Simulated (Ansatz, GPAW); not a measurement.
# Atomic orbitals against plane waves on 10 relaxed junctions

How near do orbital bases of three sizes come to a plane-wave transmission, and how do their times compare?

Set-up. GPAW 26.7.0 in a basis of numerical atomic orbitals with PAW setups; lead and junction are solved self-consistently in repeated cells 9 Å or more across, their Hamiltonian and overlap matrices go into Green's functions with semi-infinite leads (ASE), and T is the Landauer transmission at zero bias, at the junction cell's Fermi level, for one spin or as the mean of both where a run is spin-polarised. The reference is Ansatz 0.2.0 (plane waves, PAW datasets, transmission by matching layers) on the same cell, meshes and smearing; PBE throughout. sz: one function a shell; szp: with polarisation; dzp: two functions a shell with polarisation. All levels use the geometry relaxed with plane waves.

The runs side by side:

```
                                                        junction  T, plane waves      dzp      szp       sz
                               Pt chain with one Ni atom in line            2.06     2.03     1.82     1.65
                    Ru chain with two Si atoms in line (rebuilt)            1.93     1.79     1.77     1.77
              W chain with a Pt atom bridging one bond (rebuilt)            1.66     1.65     1.65     1.65
                      CN in line between two Rh chains (rebuilt)            1.17     1.27     1.21     1.25
             benzoquinonedithiol between two Pt chains (rebuilt)           0.984    0.992    0.905    0.429
                      CN in line between two Pd chains (rebuilt)           0.766    0.761    0.949    0.935
           butadiene-1,4-dithiol between two Ir chains (rebuilt)           0.464    0.481    0.475    0.528
                                  C7 chain between two Pd chains           0.108   0.0906   0.0419     0.06
benzoquinonedithiol between two Cu chains (rebuilt) (short lead)          0.0139   0.0131   0.0038  8.2e−04
              ethane-1,2-dithiol between two Ag chains (rebuilt)         3.5e−04  6.2e−04  7.5e−04  0.00138
```

**Reading.** Within 10 % of the plane-wave T lie 8 of 10 junctions in dzp, 5 of 10 junctions in szp and 3 of 10 junctions in sz. The median miss is 4.7 % (dzp), 10.0 % (szp) and 21.0 % (sz). The dzp basis is farthest off for ethane-1,2-dithiol between two Ag chains (rebuilt) (6.2e−04 against 3.5e−04). Each added layer of the basis lowers the median miss. In wall time on shared hosts the szp runs took a median 0.60 and the minimal basis 0.50 of the dzp time. For the 2 junctions with T under 0.1 dzp misses by a median 43 %, for the others by 3 %.

What the numbers leave out: The two programs also differ in their PAW data, so part of each miss isn't the basis. T at one energy is a hard test where a resonance or band edge lies near. Spin-orbit coupling is left out, which matters for the heavier atoms here. Junctions whose dzp lead is shut at the Fermi level or whose end layer misses the lead by over 0.25 eV were left out, as were those with T under 1e-4 or a step of over 50 meV between the plane-wave lead's periods. Short lead: that step is over 25 meV, more than the program accepts, so the reference itself is in doubt. Rebuilt: atoms moved over 0.6 Å on relaxing, so the name is that of the start and the chain may have broken.

[Logs are printed without paths, hosts, clocks, repeated set-up lines and the standing remarks that a program may print on its own settings, such as how far it seeks lower states.]
